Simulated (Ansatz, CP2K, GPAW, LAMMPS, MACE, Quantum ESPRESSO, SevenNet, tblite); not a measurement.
## GPAW on amorphous Ge (61 atoms): settings against a plane-wave reference

How do the settings of GPAW change the result for amorphous Ge (61 atoms)? A plane-wave run serves as the yardstick.

Program: GPAW 26.7.0. Level of theory: the method is named at each step. Results are calculated unless marked as measured.

### Step 1. The structure

The cell holds 61 atoms: 61 Ge. Cell: a = 11.144 Å, b = 11.144 Å, c = 11.144 Å, α = 90.0°, β = 90.0°, γ = 90.0°. 61 atoms (61 Ge) placed at random at 5.32 g/cm³, melted at 3500 K for 10 ps at fixed volume with the Tersoff potential (Tersoff, Phys. Rev. B 39, 5566 (1989)). Quenched from 3500 K to 300 K at 3 K/ps and fixed volume, annealed at 1000 K for 20 ps, held 5 ps, then minimised at fixed cell.

The yardstick, on the same geometry:

| Property | Result |
| --- | --- |
| method | Kohn-Sham DFT, PBE, PAW, plane waves (Ansatz 0.2.0); cutoff 420 eV, Γ point, fermi-dirac smearing of 0.05 eV; PAW set soft_2 |
| r.m.s. force component | 0.2399 eV/Å |
| longest force | 0.907 eV/Å |
| pressure | 4.241 GPa |
| SCF cycles | 11 |
| time | 37 s on 4 threads of Arm Neoverse V1, shared host |
| CPU time | 2.3 min |

### Step 2. PBE, LCAO dzp, h 0.2 Å

Method: Kohn-Sham DFT, PBE, PAW, atomic orbitals (dzp).

The input, run.py:

```python
import numpy as np
from ase.io import read
from gpaw import GPAW, FermiDirac

atoms = read("structure.xyz")
atoms.calc = GPAW(
    mode="lcao",
    basis="dzp",
    h=0.2,
    xc="PBE",
    kpts={"size": (1, 1, 1), "gamma": True},
    occupations=FermiDirac(0.05),
    maxiter=200,
    symmetry={"point_group": False},
    txt="gpaw.txt",
)
energy = atoms.get_potential_energy(force_consistent=True)
forces = atoms.get_forces()
print(f"energy {energy:.6f} eV")
print("forces (eV/A)")
for i, (a, f) in enumerate(zip(atoms, forces)):
    print(f"{i:4d} {a.symbol:2s} {f[0]:10.5f} {f[1]:10.5f} {f[2]:10.5f}")
print(f"Fermi level {atoms.calc.get_fermi_level():.4f} eV")
for k in range(len(atoms.calc.get_ibz_k_points())):
    for s in range(atoms.calc.get_number_of_spins()):
        e = atoms.calc.get_eigenvalues(kpt=k, spin=s)
        n = np.searchsorted(e, atoms.calc.get_fermi_level())
        print(f"k {k} spin {s} levels about the Fermi level:", np.round(e[max(n - 6, 0):n], 4).tolist(), "|", np.round(e[n:n + 6], 4).tolist())
```

The input, structure.xyz:

```xyz
61
Lattice="11.14390 0.00000 0.00000 0.00000 11.14390 0.00000 0.00000 0.00000 11.14390" Properties=species:S:1:pos:R:3 pbc="T T T"
Ge 6.68322 9.88430 3.85055
Ge 7.75671 7.60415 6.60042
Ge 4.19401 5.42552 9.51243
Ge 9.95752 3.21323 5.87852
Ge 1.30049 7.13577 10.44395
Ge 8.50614 6.97630 10.08846
Ge 6.07610 3.61074 9.02333
Ge 3.16052 1.21246 1.95754
Ge 6.49065 10.64878 1.56115
Ge 2.99715 7.70244 8.53834
Ge 1.73154 2.97186 0.84214
Ge 6.22966 2.42803 4.21596
Ge 3.06201 9.92899 1.31320
Ge 7.34606 10.42222 9.21155
Ge 1.19518 9.60047 11.03580
Ge 10.29306 7.11928 0.63543
Ge 6.28962 5.50185 1.68451
Ge 7.43075 0.57714 5.28979
Ge 10.60654 10.56185 7.44212
Ge 9.87428 0.04123 5.03448
Ge 7.81121 4.14865 5.03626
Ge 10.26130 9.22358 3.64450
Ge 3.34451 5.14425 4.78697
Ge 0.36485 4.91491 6.93552
Ge 4.90231 9.55322 8.88258
Ge 6.88314 1.25714 7.73286
Ge 6.62182 3.37248 0.41099
Ge 2.83534 10.58815 5.79851
Ge 11.11604 1.94974 4.14352
Ge 9.01664 8.76245 8.31803
Ge 9.27161 5.18035 8.51517
Ge 9.33368 1.63537 7.63636
Ge 3.14459 8.28460 3.13522
Ge 4.58438 9.27239 4.79255
Ge 1.22828 0.06998 9.15583
Ge 3.39399 0.13651 8.04534
Ge 2.70808 5.27430 0.50538
Ge 1.07773 8.05927 4.45700
Ge 11.10267 7.14268 8.28371
Ge 4.02718 2.84883 5.18960
Ge 10.69112 3.08831 1.98885
Ge 8.23256 8.04122 4.25742
Ge 8.10262 5.81622 3.30562
Ge 2.35370 1.32835 4.28505
Ge 1.28890 8.82708 6.77750
Ge 5.11706 9.16051 0.18298
Ge 5.47678 8.27323 6.77973
Ge 3.98205 6.00857 2.51897
Ge 7.09432 5.18871 7.14692
Ge 6.09828 6.88871 10.83945
Ge 1.08486 2.44375 9.74088
Ge 8.47026 11.02444 0.28350
Ge 9.89701 2.99648 9.52269
Ge 10.25183 9.56336 1.21134
Ge 8.87411 2.32005 0.45044
Ge 2.37922 3.89357 8.26621
[... 1 atom lines left out ...]
Ge 4.48809 6.03398 6.91624
Ge 10.39135 5.44368 2.55318
Ge 5.56571 1.73689 1.92177
Ge 0.86867 5.66612 4.59106
```

Command:

```bash
$ OMP_NUM_THREADS=1 python run.py > output.txt
```

The program printed:

```text
energy -251.802253 eV
forces (eV/A)
   0 Ge   -0.21151    0.01672   -0.26644
   1 Ge    0.38826   -0.37251   -0.13573
   2 Ge    0.46096   -0.19329    0.18571
   3 Ge    0.04557    0.43059   -0.16710
   4 Ge   -0.06243   -0.28021    0.15743
   5 Ge   -0.32043    0.17195    0.01373
   6 Ge   -0.45681    0.20851    0.02535
   7 Ge    0.11233    0.07118    0.13966
   8 Ge    0.21407    0.37956    0.37527
   9 Ge    0.06200    0.27015   -0.08965
  10 Ge    0.16976   -0.01510    0.28971
  11 Ge    0.08480    0.10081   -0.33251
  12 Ge    0.30653    0.08340    0.13212
  13 Ge    0.16363   -0.17958    0.08658
  14 Ge   -0.53767   -0.16634   -0.13084
  15 Ge   -0.24067   -0.15745    0.52109
  16 Ge   -0.04496    0.01794    0.04069
  17 Ge   -0.33716   -0.50832    0.75999
  18 Ge   -0.19090   -0.31731   -0.18132
  19 Ge    0.01183   -0.10247    0.18035
  20 Ge    0.02722   -0.04221    0.07369
  21 Ge    0.12559    0.03012   -0.29201
  22 Ge   -0.44518    0.15842    0.10635
  23 Ge    0.51186    0.16199    0.12009
[...]
53 Ge   -0.03066   -0.03838   -0.08833
  54 Ge    0.05485    0.11270    0.26123
  55 Ge   -0.25957    0.21576   -0.24583
  56 Ge    0.14840    0.30888    0.50867
  57 Ge    0.29796   -0.09720    0.01901
  58 Ge    0.42937    0.20666    0.03577
  59 Ge   -0.08611   -0.17598    0.05365
  60 Ge    0.02529   -0.15294   -0.24467
Fermi level 5.8397 eV
k 0 spin 0 levels about the Fermi level: [5.0057, 5.1913, 5.3556, 5.367, 5.6112, 5.7961] | [5.909, 5.9477, 6.1694, 6.2165, 6.354, 6.5782]
```

gpaw.txt:

```text
Input parameters:
  mode=LCAO(),
  basis={'default': 'dzp'},
  h=0.2,
  kpts=MonkhorstPack(size=(1, 1, 1), gamma=True),
  maxiter=200,
  occupations=Occupations(name='fermi-dirac', width=0.05, fixmagmom=False),
  symmetry=Symmetry(point_group=False),
  xc=XC(name='PBE')
Unit cell  # Å
| periodic |         x |         y |         z |   lengths |    angles |
|----------|-----------|-----------|-----------|-----------|-----------|
|      yes | 11.143900 |  0.000000 |  0.000000 | 11.143900 | 90.000000 |
|      yes |  0.000000 | 11.143900 |  0.000000 | 11.143900 | 90.000000 |
|      yes |  0.000000 |  0.000000 | 11.143900 | 11.143900 | 90.000000 |
Number of symmetries: 1
Symmetry operations  # r_c * U_cc + t_c -> r_c
|   | kind |            matrix            |
|---|------|------------------------------|
| 0 |  E   |  1, 0, 0,  0, 1, 0,  0, 0, 1 |
BZ-sampling:
  Number of BZ points: 1
  Number of IBZ points: 1
  Monkhorst-Pack size: [1, 1, 1]
  Monkhorst-Pack shift: [0, 0, 0]
[... lines left out ...]
  Fermi-Dirac:
[... lines left out ...]
xc functional:
  name: PBE with 2 nearest neighbor stencil
interpolation: tri-quintic # 5. degree polynomial
Initialization done in: 8.315 s
convergence criteria:
- Maximum [total energy] change in last 3 cyles: 0.0005 eV / valence electron
- Maximum integral of absolute [dens]ity change: 0.0001 electrons / valence electron
- Maximum integral of absolute [eigenst]ate change: 4e-08 eV^2 / valence electron
maximum number of iterations: 200
SCF iterations
|iter     |      energy | eigst |  dens |
|---------|-------------|-------|-------|
|iter:   1| -252.176507 |      c|       |
|iter:   2| -252.058329 |      c| -1.07 |
|iter:   3| -257.600823 |      c| -1.09 |
|iter:   4| -259.051526 |      c| -1.22 |
|iter:   5| -251.992178 |      c| -1.15 |
|iter:   6| -251.794999 |      c| -1.83 |
|iter:   7| -251.743107 |      c| -2.09 |
|iter:   8| -251.736701c|      c| -2.36 |
|iter:   9| -251.731728c|      c| -2.52 |
|iter:  10| -251.728714c|      c| -2.67 |
|iter:  11| -251.726514c|      c| -2.99 |
|iter:  12| -251.726776c|      c| -3.33 |
|iter:  13| -251.726525c|      c| -3.48 |
|iter:  14| -251.726546c|      c| -3.93 |
|iter:  15| -251.726561c|      c| -4.14c|
Converged in 15 steps
SCF loop duration: 175.063 s (11.671 s/step)
Energy contributions relative to reference atoms: (reference = -3482955.909003)
Energy contributions:
  Kinetic:        1003.756765
  Coulomb:        -897.267114
  Zero:              0.661768
  External:          0.000000
  Xc:             -358.802288
  Entropy:          -0.151385
  Spinorbit:         0.000000
  ----------------------------
  Free energy:    -251.802253
  Extrapolated:   -251.726561
dipole moment: (92.048260, -29.656531, -53.981600)  # |e|*Ang
Fermi level: 5.840
Eigenvalues  # (at kpt = [0.000, 0.000, 0.000])
| band index |      eig [eV] | occ [0-2] |
|------------|---------------|-----------|
|          0 |        -6.945 |     2.000 |
|        ... |               |           |
|        114 |         4.860 |     2.000 |
|        115 |         4.947 |     2.000 |
[...]
|        129 |         6.752 |     0.000 |
|        ... |               |           |
|        150 |         8.341 |     0.000 |
Gap: 0.113 eV
Transition (v -> c):
  (s=0, k=0, n=121, [0.00, 0.00, 0.00]) -> (s=0, k=0, n=122, [0.00, 0.00, 0.00])
No difference between direct/indirect transitions
Force computation time: 26.365  # s
timing:  # [seconds]
  Total:  209.771  # ━━━━━━━━━━━━━━━━━━━━━━━━━━━━━━━━━━━━━━━━━━━━━━━━━━━━━━━━
  Init:     8.314  # ━━
  SCF:    175.063  # ━━━━━━━━━━━━━━━━━━━━━━━━━━━━━━━━━━━━━━━━━━━━━━╸
  Forces:  26.365  # ━━━━━━━
```

It took 3.5 min on 1 thread of Arm Neoverse V1, shared host; peak memory 1.4 GiB.

Banners, paths, timers and routine set-up lines are dropped from the logs unmarked, and long logs keep their key lines alone; longer cuts are marked.

Numbers from this run, and their distance from the reference:

| Property | Result |
| --- | --- |
| r.m.s. force component | 0.2612 eV/Å |
| r.m.s. difference of force components | 39.31 meV/Å |
| longest difference of force vectors | 125.5 meV/Å |
| force difference over r.m.s. force | 16.39 % |
| slope of forces against the reference's | 1.079 |
| correlation of force components | 0.9913 |

The surroundings of Ge39, picked at random, nearest first, numbered as they follow in the input and with coordinates relative to it.

```csv
atom,x,y,z,distance (Å),bonds,Fx,Fy,Fz (eV/Å)
Ge39,0.00,0.00,0.00,0.00,5,0.25,-0.41,-0.49
Ge5,1.34,-0.01,2.16,2.54,5,-0.06,-0.28,0.16
Ge45,1.33,1.68,-1.51,2.62,5,0.05,-0.31,-0.16
Ge24,0.41,-2.23,-1.35,2.64,5,0.51,0.16,0.12
Ge30,-2.09,1.62,0.03,2.64,5,0.02,0.39,0.49
Ge31,-1.83,-1.96,0.23,2.69,5,-0.40,-0.17,0.10
Ge10,3.04,0.56,0.25,3.10,5,0.06,0.27,-0.09
Ge6,-2.60,-0.17,1.80,3.17,4,-0.32,0.17,0.01
Ge19,-0.50,3.42,-0.84,3.56,5,-0.19,-0.32,-0.18
Ge16,-0.81,-0.02,3.50,3.59,4,-0.24,-0.16,0.52
```

Atoms are counted from 1 here, from 0 in the log.

Forces lie 16 % from the reference's, at 1.5 times its CPU time (on 1 against 4 cores).

### Step 3. PBE, plane waves 550 eV

Method: Kohn-Sham DFT, PBE, PAW, plane waves.

run.py: that of step 2 with these lines changed.

```diff
@@ -2,3 +2,4 @@
 from ase.io import read
-from gpaw import GPAW, FermiDirac
+from gpaw import GPAW, FermiDirac, PW
+from ase.parallel import parprint as print
 
@@ -6,5 +7,3 @@
 atoms.calc = GPAW(
-    mode="lcao",
-    basis="dzp",
-    h=0.2,
+    mode=PW(550),
     xc="PBE",
@@ -14,2 +13,3 @@
     symmetry={"point_group": False},
+    nbands=501,
     txt="gpaw.txt",
@@ -22,2 +22,6 @@
     print(f"{i:4d} {a.symbol:2s} {f[0]:10.5f} {f[1]:10.5f} {f[2]:10.5f}")
+stress = -atoms.get_stress(voigt=False) * 160.21766
+print("stress (GPa, compression positive)")
+for row in stress:
+    print(" ".join(f"{x:10.4f}" for x in row))
 print(f"Fermi level {atoms.calc.get_fermi_level():.4f} eV")
```

structure.xyz is that of step 2.

Command:

```bash
$ OMP_NUM_THREADS=1 mpirun -np 2 gpaw python run.py > output.txt
```

The program printed:

```text
energy -260.525088 eV
forces (eV/A)
   0 Ge   -0.22722    0.02081   -0.25634
   1 Ge    0.32221   -0.34538   -0.12486
   2 Ge    0.42996   -0.17527    0.12918
   3 Ge    0.01700    0.38648   -0.14037
   4 Ge   -0.09590   -0.20172    0.09414
   5 Ge   -0.23707    0.15989   -0.04266
   6 Ge   -0.52208    0.23236   -0.01396
   7 Ge    0.12761    0.06308    0.17974
   8 Ge    0.22812    0.40185    0.37252
   9 Ge    0.07156    0.20376   -0.10451
  10 Ge    0.10950    0.00479    0.24393
  11 Ge    0.05309    0.08749   -0.29248
[...]
56 Ge    0.12362    0.30748    0.46116
  57 Ge    0.28698   -0.02673    0.10375
  58 Ge    0.36711    0.17895    0.03674
  59 Ge   -0.06852   -0.21283    0.08440
  60 Ge    0.06054   -0.08714   -0.19614
stress (GPa, compression positive)
    4.6536     0.9560    -1.2369
    0.9560     5.0557     0.8221
   -1.2369     0.8221     3.6378
Fermi level 5.8094 eV
k 0 spin 0 levels about the Fermi level: [4.9913, 5.1748, 5.3356, 5.347, 5.5832, 5.7679] | [5.8775, 5.9147, 6.1312, 6.1777, 6.3021, 6.5194]
```

gpaw.txt:

```text
Input parameters:
  mode=PW(ecut=550.0),
  kpts=MonkhorstPack(size=(1, 1, 1), gamma=True),
  maxiter=200,
  nbands=501,
  occupations=Occupations(name='fermi-dirac', width=0.05, fixmagmom=False),
  symmetry=Symmetry(point_group=False),
  xc=XC(name='PBE')
[... lines left out ...]
  Converge bands: occupied
[... lines left out ...]
  Fermi-Dirac:
[... lines left out ...]
convergence criteria:
- Maximum [total energy] change in last 3 cyles: 0.0005 eV / valence electron
[... lines left out ...]
Converged in 19 steps
[... lines left out ...]
  Free energy:    -260.525088
[... lines left out ...]
Fermi level: 5.809
[... lines left out ...]
|------------|---------------|-----------|
|          0 |        -6.922 |     2.000 |
|        ... |               |           |
|        114 |         4.847 |     2.000 |
|        115 |         4.933 |     2.000 |
[...]
|        ... |               |           |
[...]
Gap: 0.110 eV
Transition (v -> c):
  (s=0, k=0, n=121, [0.00, 0.00, 0.00]) -> (s=0, k=0, n=122, [0.00, 0.00, 0.00])
No difference between direct/indirect transitions
Force computation time: 5.476  # s
Stress tensor  # eV/Ang^3
|         x |         y |         z |
|-----------|-----------|-----------|
[...]
| -0.005967 | -0.031555 | -0.005131 |
|  0.007720 | -0.005131 | -0.022705 |
Stress computation time: 28.571  # s
```

The job ended after 8.5 min (2 MPI ranks; peak memory 1.7 GiB).

Against the reference:

```yaml
r_m_s_force_component: 0.2463 eV/Å
r_m_s_difference_of_force_components: 12.15 meV/Å
longest_difference_of_force_vectors: 35.5 meV/Å
force_difference_over_r_m_s_force: 5.065 %
slope_of_forces_against_the_reference_s: 1.026
correlation_of_force_components: 0.9991
pressure: 4.449 GPa
pressure_difference: 0.2084 GPa
```

Against the first run (16 %), the force difference from the reference is 5.1 %, at 4.8 times the CPU time (on 2 against 1 cores).

The run ends at a pressure of 4.45 GPa, with forces up to 0.92 eV/Å.

### Step 4. PBE, LCAO dzp, h 0.28 Å

Method: Kohn-Sham DFT, PBE, PAW, atomic orbitals (dzp).

run.py: that of step 3 with these lines changed.

```diff
@@ -2,4 +2,3 @@
 from ase.io import read
-from gpaw import GPAW, FermiDirac, PW
-from ase.parallel import parprint as print
+from gpaw import GPAW, FermiDirac
 
@@ -7,3 +6,5 @@
 atoms.calc = GPAW(
-    mode=PW(550),
+    mode="lcao",
+    basis="dzp",
+    h=0.28,
     xc="PBE",
@@ -13,3 +14,2 @@
     symmetry={"point_group": False},
-    nbands=501,
     txt="gpaw.txt",
@@ -22,6 +22,2 @@
     print(f"{i:4d} {a.symbol:2s} {f[0]:10.5f} {f[1]:10.5f} {f[2]:10.5f}")
-stress = -atoms.get_stress(voigt=False) * 160.21766
-print("stress (GPa, compression positive)")
-for row in stress:
-    print(" ".join(f"{x:10.4f}" for x in row))
 print(f"Fermi level {atoms.calc.get_fermi_level():.4f} eV")
```

structure.xyz is that of step 3.

Command:

```bash
$ OMP_NUM_THREADS=1 python run.py > output.txt
```

The program printed:

```text
energy -248.758570 eV
forces (eV/A)
   0 Ge   -0.22216    0.00952   -0.27062
   1 Ge    0.41333   -0.37714   -0.12073
   2 Ge    0.45176   -0.18716    0.20903
   3 Ge    0.04982    0.41798   -0.18631
   4 Ge   -0.03935   -0.27125    0.15473
   5 Ge   -0.31268    0.16293    0.00511
   6 Ge   -0.46848    0.21909    0.00316
   7 Ge    0.10578    0.06447    0.12627
   8 Ge    0.21056    0.36483    0.38416
   9 Ge    0.07451    0.26932   -0.08659
  10 Ge    0.15237    0.01822    0.27575
  11 Ge    0.06689    0.10780   -0.33534
  12 Ge    0.30680    0.09400    0.12991
  13 Ge    0.15965   -0.17512    0.06685
  14 Ge   -0.54858   -0.17037   -0.13948
  15 Ge   -0.22347   -0.16492    0.55157
  16 Ge   -0.02328    0.01933    0.02893
  17 Ge   -0.29197   -0.49911    0.75946
  18 Ge   -0.20881   -0.31194   -0.12798
  19 Ge    0.01091   -0.08767    0.17212
  20 Ge    0.00232   -0.01286    0.03351
  21 Ge    0.17867   -0.00689   -0.32586
  22 Ge   -0.45124    0.14149    0.09891
  23 Ge    0.51120    0.16051    0.13408
[...]
53 Ge   -0.01474   -0.04856   -0.10745
  54 Ge    0.06816    0.11103    0.26855
  55 Ge   -0.24869    0.21666   -0.23911
  56 Ge    0.13904    0.31064    0.47819
  57 Ge    0.27588   -0.07168    0.03243
  58 Ge    0.42459    0.20958    0.01294
  59 Ge   -0.07284   -0.24283    0.06560
  60 Ge   -0.00797   -0.16722   -0.23783
Fermi level 5.8408 eV
k 0 spin 0 levels about the Fermi level: [5.0062, 5.1919, 5.3561, 5.3677, 5.612, 5.7971] | [5.9102, 5.9489, 6.1712, 6.218, 6.3556, 6.58]
```

gpaw.txt:

```text
Input parameters:
  mode=LCAO(),
  basis={'default': 'dzp'},
  h=0.28,
  kpts=MonkhorstPack(size=(1, 1, 1), gamma=True),
  maxiter=200,
  occupations=Occupations(name='fermi-dirac', width=0.05, fixmagmom=False),
  symmetry=Symmetry(point_group=False),
  xc=XC(name='PBE')
Unit cell  # Å
| periodic |         x |         y |         z |   lengths |    angles |
[... lines left out ...]
  Fermi-Dirac:
[... lines left out ...]
convergence criteria:
- Maximum [total energy] change in last 3 cyles: 0.0005 eV / valence electron
[... lines left out ...]
Converged in 15 steps
[... lines left out ...]
  Free energy:    -248.758570
  Extrapolated:   -248.682976
dipole moment: (92.434454, -29.219143, -54.642946)  # |e|*Ang
Fermi level: 5.841
Eigenvalues  # (at kpt = [0.000, 0.000, 0.000])
| band index |      eig [eV] | occ [0-2] |
|------------|---------------|-----------|
|          0 |        -6.942 |     2.000 |
|        ... |               |           |
|        114 |         4.860 |     2.000 |
|        115 |         4.948 |     2.000 |
[...]
|        129 |         6.753 |     0.000 |
|        ... |               |           |
|        150 |         8.342 |     0.000 |
Gap: 0.113 eV
Transition (v -> c):
  (s=0, k=0, n=121, [0.00, 0.00, 0.00]) -> (s=0, k=0, n=122, [0.00, 0.00, 0.00])
No difference between direct/indirect transitions
Force computation time: 12.150  # s
timing:  # [seconds]
  Total:  101.039  # ━━━━━━━━━━━━━━━━━━━━━━━━━━━━━━━━━━━━━━━━━━━━━━━━━━━━━━━━
  Init:     6.126  # ━━━╸
  SCF:     82.733  # ━━━━━━━━━━━━━━━━━━━━━━━━━━━━━━━━━━━━━━━━━━━━━━
  Forces:  12.150  # ━━━━━━╸
```

It took 1.7 min on 1 thread; peak memory 0.59 GiB.

Compared with the plane-wave run:

- r.m.s. force component: 0.2607 eV/Å
- r.m.s. difference of force components: 42.25 meV/Å
- longest difference of force vectors: 135.4 meV/Å
- force difference over r.m.s. force: 17.61 %
- slope of forces against the reference's: 1.075
- correlation of force components: 0.9893
- energy less the same-level run's: 49.9 meV/atom
- r.m.s. force difference from the same-level run: 19.81 meV/Å

This is a coarse setting, run to see what it loses.

Against the first run (16 %), the force difference from the reference is 18 %, at 0.48 times the CPU time: the grid matters here.

(Part 1 of 2 ends here.)

[Also dropped from logs without a mark: logging warnings of Python, and SIESTA's first energy breakdown and zero terms.]

[Logs are printed without paths, hosts, clocks, repeated set-up lines and the standing remarks that a program may print on its own settings, such as how far it seeks lower states.]

[Hosts, paths, dates, database ids (printed as entryN), source tags and the programs' standing remarks are cut or masked in the printed files.]
